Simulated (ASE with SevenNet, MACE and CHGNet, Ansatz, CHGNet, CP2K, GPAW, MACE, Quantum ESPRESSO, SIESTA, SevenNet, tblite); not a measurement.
# Twisted Ti2CO2 MXene bilayer, 38.21° (70 atoms) in machine-learned potentials

Aim: run twisted Ti2CO2 MXene bilayer, 38.21° (70 atoms) in machine-learned potentials and see how near its forces come to a plane-wave reference, and at what cost.

Main program and level: ASE with SevenNet, MACE and CHGNet; the method is named at each step.

## (1) Set-up

The cell holds 70 atoms: 14 C, 28 Ti and 28 O. Its edges and angles: a = 8.017 Å, b = 8.017 Å, c = 23.800 Å, α = 90.0°, β = 90.0°, γ = 120.0°. It derives from Ti2CO2 (Ti2CO2 MXene). Ti2CO2 MXene (a = 3.03 Å) under Ti2CO2 MXene (a = 3.03 Å), bilayer, commensurate cell of 7 unit cells a layer, twist 38.21 deg; facing planes 2.92 Å apart; 12 Å of vacuum; layers as built, displaced by a Gaussian of 0.01 Å. Then every atom was moved at random, 0.03 Å r.m.s. a Cartesian component. Regions: layer 1, 35 atoms (7 C, 14 Ti and 14 O); layer 2, 35 atoms (7 C, 14 Ti and 14 O). Vacuum lies along c.

The yardstick, on the same geometry:

- method: Kohn-Sham DFT, PBE, SSSP efficiency 1.3.0 pseudopotentials, plane waves (Quantum ESPRESSO 7.5); sssp-pbe-1.3.0-efficiency, cutoffs 60/480 Ry, Γ point
- r.m.s. force component: 0.474 eV/Å
- longest force: 1.645 eV/Å
- gap (highest filled to lowest empty level): 0.398 eV
- time: 9.1 min on 4 MPI ranks of Arm Neoverse V1, shared host
- CPU time: 36 min

## (2) SevenNet l3i5 potential

Method: machine-learned interatomic potential SevenNet l3i5, trained on PBE(+U) plane-wave data.

Input file run.py:

```python
import numpy as np
from ase.io import read
import mlip  # loads the published weights by name

atoms = read("structure.xyz")
atoms.calc = mlip.calc("7net-l3i5")
energy = atoms.get_potential_energy()
forces = atoms.get_forces()
print(f"energy {energy:.6f} eV")
print("forces (eV/A)")
for i, (a, f) in enumerate(zip(atoms, forces)):
    print(f"{i:4d} {a.symbol:2s} {f[0]:10.5f} {f[1]:10.5f} {f[2]:10.5f}")
```

Input file structure.xyz:

```xyz
70
Lattice="8.01660 0.00000 0.00000 -4.00830 6.94258 0.00000 0.00000 0.00000 23.80000" Properties=species:S:1:pos:R:3 pbc="T T T"
C -3.99688 6.94001 8.22028
Ti 0.57030 1.65164 9.54713
Ti 1.75724 0.29242 6.92413
O 1.72934 0.36810 10.43273
O 0.56092 1.65900 5.96880
C -0.55222 2.93525 8.20386
Ti -0.00685 4.65646 9.57807
Ti 1.15078 3.31300 6.88962
O 1.15162 3.25697 10.38703
O 0.04541 4.67798 5.96785
C -1.15114 5.96263 8.19315
Ti 3.42245 0.67260 9.59854
Ti 0.54421 6.28838 6.92509
O 0.53739 6.27880 10.45463
O 3.45407 0.66892 5.96476
C 2.30225 1.92261 8.27336
Ti 2.89235 3.70713 9.53285
Ti 4.00998 2.28827 6.96745
O 4.01940 2.26168 10.40917
O 2.84393 3.67144 6.03187
C 1.69836 5.00442 8.23004
Ti 2.30858 6.58650 9.51119
Ti 3.43599 5.32524 6.89914
O 3.50361 5.33864 10.38822
O 2.27010 6.59899 6.01212
C 5.21091 0.97758 8.23908
Ti 5.70064 2.61950 9.57284
Ti 6.91159 1.28979 6.92128
O 6.88017 1.30312 10.43630
O 5.72377 2.64429 6.00165
C 4.60169 3.96255 8.22028
Ti -2.88409 5.59954 9.52071
Ti -1.68192 4.31391 6.90581
O -1.68204 4.27996 10.45796
O -2.87700 5.53615 5.97523
C 5.77051 3.88576 15.58733
Ti 4.65628 2.55431 16.84635
Ti 4.07003 4.17041 14.27810
O 4.05119 4.20623 17.78860
O 4.66807 2.58903 13.32871
C 3.43315 5.83031 15.59352
Ti 2.29808 4.54163 16.85992
Ti 1.75010 6.21569 14.29737
O 1.75824 6.22881 17.85119
O 2.33536 4.51608 13.34799
C 2.95989 2.87728 15.56710
Ti 1.75419 1.54209 16.89372
Ti 1.17832 3.25433 14.24168
O 1.23408 3.24455 17.80073
O 1.74501 1.64616 13.40107
C 5.20057 0.89261 15.54307
Ti 0.07091 6.54637 16.89729
Ti 3.51985 1.20801 14.25525
O 3.48349 1.15948 17.78288
O 0.00313 6.50686 13.31872
C 0.60950 4.87022 15.57758
[... 10 atom lines left out ...]
Ti -2.83435 5.54157 16.90062
Ti 0.65852 0.30415 14.30261
O 0.59030 0.18446 17.81882
O -2.82457 5.46881 13.36632
```

Launch:

```bash
> OMP_NUM_THREADS=1 python run.py > output.txt
```

The program printed:

```text
energy -631.740234 eV
forces (eV/A)
   0 C     0.17089   -0.21652   -0.16140
   1 Ti   -0.09000    0.11026   -0.59940
   2 Ti   -0.40848    0.38764    0.27233
   3 O    -0.07607   -0.53759    0.52936
   4 O     0.21604    0.04287    0.08778
   5 C    -0.08118    0.57465    0.17171
   6 Ti   -0.13763   -0.46643   -0.91916
   7 Ti    0.03813   -0.28427    0.62740
   8 O     0.15581    0.65481    0.59927
   9 O    -0.19166   -0.40316   -0.05037
  10 C     0.12538   -0.36245    0.46109
  11 Ti   -0.17172   -0.47854   -0.98587
  12 Ti    0.50331    0.16545    0.38019
  13 O     0.35861   -0.17838    0.35051
  14 O    -0.18630   -0.00260    0.05115
  15 C     0.04794    0.62930   -0.84357
  16 Ti   -0.76481   -0.96221   -1.10131
  17 Ti    0.48406    0.42772    0.12653
  18 O    -0.06177    0.72928    1.01833
  19 O     0.09826   -0.35937   -0.13123
  20 C     0.18289   -0.70882    0.08127
  21 Ti   -0.56205    1.03857   -0.57160
  22 Ti    0.03756   -0.41123    0.39693
  23 O    -0.59183   -0.50579    1.43085
[...]
62 Ti   -0.35853   -0.79509   -0.32433
  63 O     0.21098   -0.02983    0.05464
  64 O     0.44914    0.01206    0.54683
  65 C    -0.32978    0.17474   -0.49543
  66 Ti   -0.23841   -0.21903   -0.19186
  67 Ti   -0.53671   -0.85838   -0.07293
  68 O     0.23071    0.33735    0.11446
  69 O     0.16972    0.54533    0.00081
```

Wall time 13 s (1 thread of Arm Neoverse V1, shared host); peak memory 1.4 GiB.

Banners, paths, timers and routine set-up lines are dropped from the logs unmarked, and long logs keep their key lines alone; longer cuts are marked.

Against the reference:

```
r.m.s. force component                  : 0.4289 eV/Å
r.m.s. difference of force components   : 219.9 meV/Å
longest difference of force vectors     : 828.5 meV/Å
force difference over r.m.s. force      : 46.4 %
slope of forces against the reference's : 0.8018
correlation of force components         : 0.886
```

Length of the force difference by element (eV/Å):

```csv
element,atoms,mean,most
C,14,0.37,0.67
O,28,0.23,0.49
Ti,28,0.43,0.83
```

Local excerpt of 9 atoms (numbers count through the whole input) about Ti32, which bears the longest force; x, y, z are measured from there.

```csv
atom,x,y,z,distance (Å),bonds,Fx,Fy,Fz (eV/Å)
Ti32,0.00,0.00,0.00,0.00,6,1.40,0.38,-1.00
O24,-1.63,-0.26,0.87,1.86,3,-0.59,-0.51,1.43
O34,1.20,-1.32,0.94,2.02,3,-0.22,0.07,0.10
O4,0.61,1.71,0.91,2.03,3,-0.08,-0.54,0.53
C31,-0.53,-1.64,-1.30,2.16,6,-0.12,-0.02,0.26
C1,-1.11,1.34,-1.30,2.17,6,0.17,-0.22,-0.16
C11,1.73,0.36,-1.33,2.21,6,0.13,-0.36,0.46
Ti17,-2.24,-1.89,0.01,2.93,6,-0.76,-0.96,-1.10
Ti22,-2.82,0.99,-0.01,2.99,6,-0.56,1.04,-0.57
```

Atoms are counted from 1 here, from 0 in the log.

Forces lie 46 % from the reference's, at 0.0053 times its CPU time (on 1 against 4 cores).

## (3) MACE MP-0b2 small potential

Method: machine-learned interatomic potential MACE MP-0b2 small, trained on PBE(+U) plane-wave data.

run.py: that of step 2 with these lines changed.

```diff
@@ -5,3 +5,3 @@
 atoms = read("structure.xyz")
-atoms.calc = mlip.calc("7net-l3i5")
+atoms.calc = mlip.calc("mace-mp-0b2-small")
 energy = atoms.get_potential_energy()
```

structure.xyz is that of step 2.

The program printed:

```text
energy -616.294618 eV
forces (eV/A)
   0 C     0.12558   -0.20716   -0.38841
   1 Ti   -0.17013   -0.09048   -1.10026
   2 Ti   -0.41949    0.41366    0.51826
   3 O    -0.15768   -0.67781    0.93445
   4 O     0.41033   -0.04625   -0.07304
   5 C    -0.06499    0.59977   -0.02901
   6 Ti    0.03197   -0.43194   -1.25173
   7 Ti   -0.08278   -0.30085    0.83265
   8 O     0.12522    0.80169    1.08282
   9 O    -0.27002   -0.53366   -0.25328
  10 C     0.14304   -0.25834    0.19446
  11 Ti   -0.12813   -0.41366   -1.39782
  12 Ti    0.37063    0.13763    0.68727
  13 O     0.44496   -0.12090    0.61026
  14 O    -0.16247    0.10634   -0.07252
  15 C     0.14003    0.65503   -1.23727
  16 Ti   -0.53612   -1.02198   -1.29164
  17 Ti    0.37528    0.38307    0.38551
  18 O    -0.11812    0.83283    1.36822
  19 O     0.17994   -0.46575   -0.41941
  20 C     0.24486   -0.65445    0.19218
  21 Ti   -0.68139    0.81062   -0.89754
  22 Ti    0.09141   -0.43967    0.69120
  23 O    -0.62396   -0.47735    1.92151
[...]
62 Ti   -0.35272   -0.54035   -0.01587
  63 O     0.28055   -0.17290    0.24296
  64 O     0.67602   -0.02564    0.41370
  65 C    -0.48963    0.27525   -0.54417
  66 Ti   -0.05988   -0.32035   -0.59011
  67 Ti   -0.61593   -0.89992    0.40437
  68 O     0.21415    0.54259    0.27120
  69 O     0.08866    0.69132   -0.38385
```

Run time: 8 s. Hardware: 1 thread; peak memory 0.66 GiB.

Numbers from this run, and their distance from the reference:

```yaml
r_m_s_force_component: 0.5237 eV/Å
r_m_s_difference_of_force_components: 299 meV/Å
longest_difference_of_force_vectors: 977.6 meV/Å
force_difference_over_r_m_s_force: 63.08 %
slope_of_forces_against_the_reference_s: 0.9115
correlation_of_force_components: 0.8249
```

Against the first run (46 %), the force difference from the reference is 63 %, at 0.63 times the CPU time.

## (4) CHGNet r2SCAN potential

Method: machine-learned interatomic potential CHGNet r2SCAN, trained on r2SCAN plane-wave data.

run.py: that of step 3 with these lines changed.

```diff
@@ -5,3 +5,3 @@
 atoms = read("structure.xyz")
-atoms.calc = mlip.calc("mace-mp-0b2-small")
+atoms.calc = mlip.calc("chgnet-r2scan")
 energy = atoms.get_potential_energy()
```

structure.xyz is that of step 3.

The program printed:

```text
CHGNet vr2scan initialized with 412,525 parameters
CHGNet will run on cpu
energy -831.191772 eV
forces (eV/A)
   0 C     0.06673   -0.12302   -0.12179
   1 Ti   -0.04867   -0.00409   -0.33816
   2 Ti   -0.15155    0.20276   -0.05108
   3 O    -0.05545   -0.32179    0.17717
   4 O     0.18010   -0.05592    0.34317
   5 C    -0.09180    0.37117    0.08369
   6 Ti   -0.02212   -0.13604   -0.42676
   7 Ti   -0.06023   -0.16237    0.18941
   8 O     0.09910    0.31747    0.24449
   9 O    -0.10130   -0.22725    0.24432
  10 C     0.08601   -0.15507    0.22856
  11 Ti   -0.04290   -0.18310   -0.53617
  12 Ti    0.15036    0.10702    0.06109
  13 O     0.21539   -0.11907   -0.04933
  14 O    -0.14954    0.06915    0.34880
  15 C     0.04605    0.39249   -0.52000
  16 Ti   -0.24917   -0.41003   -0.44907
  17 Ti    0.19280    0.10746   -0.13546
  18 O    -0.07492    0.37758    0.31838
  19 O     0.10451   -0.23808    0.17124
  20 C     0.14922   -0.42712    0.07808
  21 Ti   -0.27915    0.39344   -0.23373
  22 Ti    0.04592   -0.17452    0.10535
  23 O    -0.24674   -0.19225    0.52023
[...]
62 Ti   -0.08024   -0.31622   -0.25841
  63 O     0.11671   -0.06056   -0.34433
  64 O     0.18518    0.02262    0.67747
  65 C    -0.23732    0.18282   -0.33401
  66 Ti   -0.06316   -0.10559   -0.03253
  67 Ti   -0.20559   -0.33507   -0.06442
  68 O     0.06291    0.25591   -0.27719
  69 O     0.02248    0.27504    0.21361
```

Wall time 5.3 s (1 thread); peak memory 1.1 GiB.

Against the reference:

```
r.m.s. force component                  : 0.2227 eV/Å
r.m.s. difference of force components   : 298.6 meV/Å
longest difference of force vectors     : 1045 meV/Å
force difference over r.m.s. force      : 62.99 %
slope of forces against the reference's : 0.412
correlation of force components         : 0.8769
```

Against the first run (46 %), the force difference from the reference is 63 %, at 0.41 times the CPU time; this potential was trained at another functional than the reference's, which explains only part of so large a difference.

## (5) Side by side

Differences are against the plane-wave reference, forces as r.m.s. over components; share is that over the reference's r.m.s. force, slope the least-squares factor from reference forces to these. Total energies of different programs have different zeros and aren't compared.

```csv
run,"Δ force, r.m.s. (meV/Å)",share (%),slope,cores,CPU time,memory (GiB)
reference,-,-,-,4,36 min,4.5
SevenNet l3i5 potential,220,46.4,0.802,1,12 s,1.4
MACE MP-0b2 small potential,299,63.1,0.911,1,7.3 s,0.66
CHGNet r2SCAN potential,299,63.0,0.412,1,4.8 s,1.1
```

Times of the machine-learned potentials are mostly Python's start and the loading of weights.

CPU time is summed over cores on a shared host, where runs went side by side, so it is rough. Symmetry, cutoffs, thresholds, outputs and thread counts weren't matched or tuned between programs; memory under MPI is the largest rank's times the ranks.

## (6) Outcome

```
nearest in forces : SevenNet l3i5 potential, 46 %
its CPU time      : 12 s
```

What this shows: Machine-learned potentials differ by 46 % (SevenNet l3i5 potential) to 63 % (MACE MP-0b2 small potential); they were trained on other programs' data, some at another functional. Among those trained on PBE data the slope goes as low as 0.80, with a correlation of 0.89, so directions differ as well as sizes. Machine-learned potentials mimic data converged in k, so the reference's own k-point error enters their differences. The reference's PBE has no dispersion term, which matters for the binding between molecules or layers. The runs have no spin polarisation, so any moments at edges, vacancies or dangling bonds can't form. The electronic-structure runs sample only Γ, in a cell whose shortest periodic width is 7 Å.

[Also dropped from logs without a mark: logging warnings of Python, and SIESTA's first energy breakdown and zero terms.]

[Logs are printed without paths, hosts, clocks, repeated set-up lines and the standing remarks that a program may print on its own settings, such as how far it seeks lower states.]

[Hosts, paths, dates, database ids (printed as entryN), source tags and the programs' standing remarks are cut or masked in the printed files.]
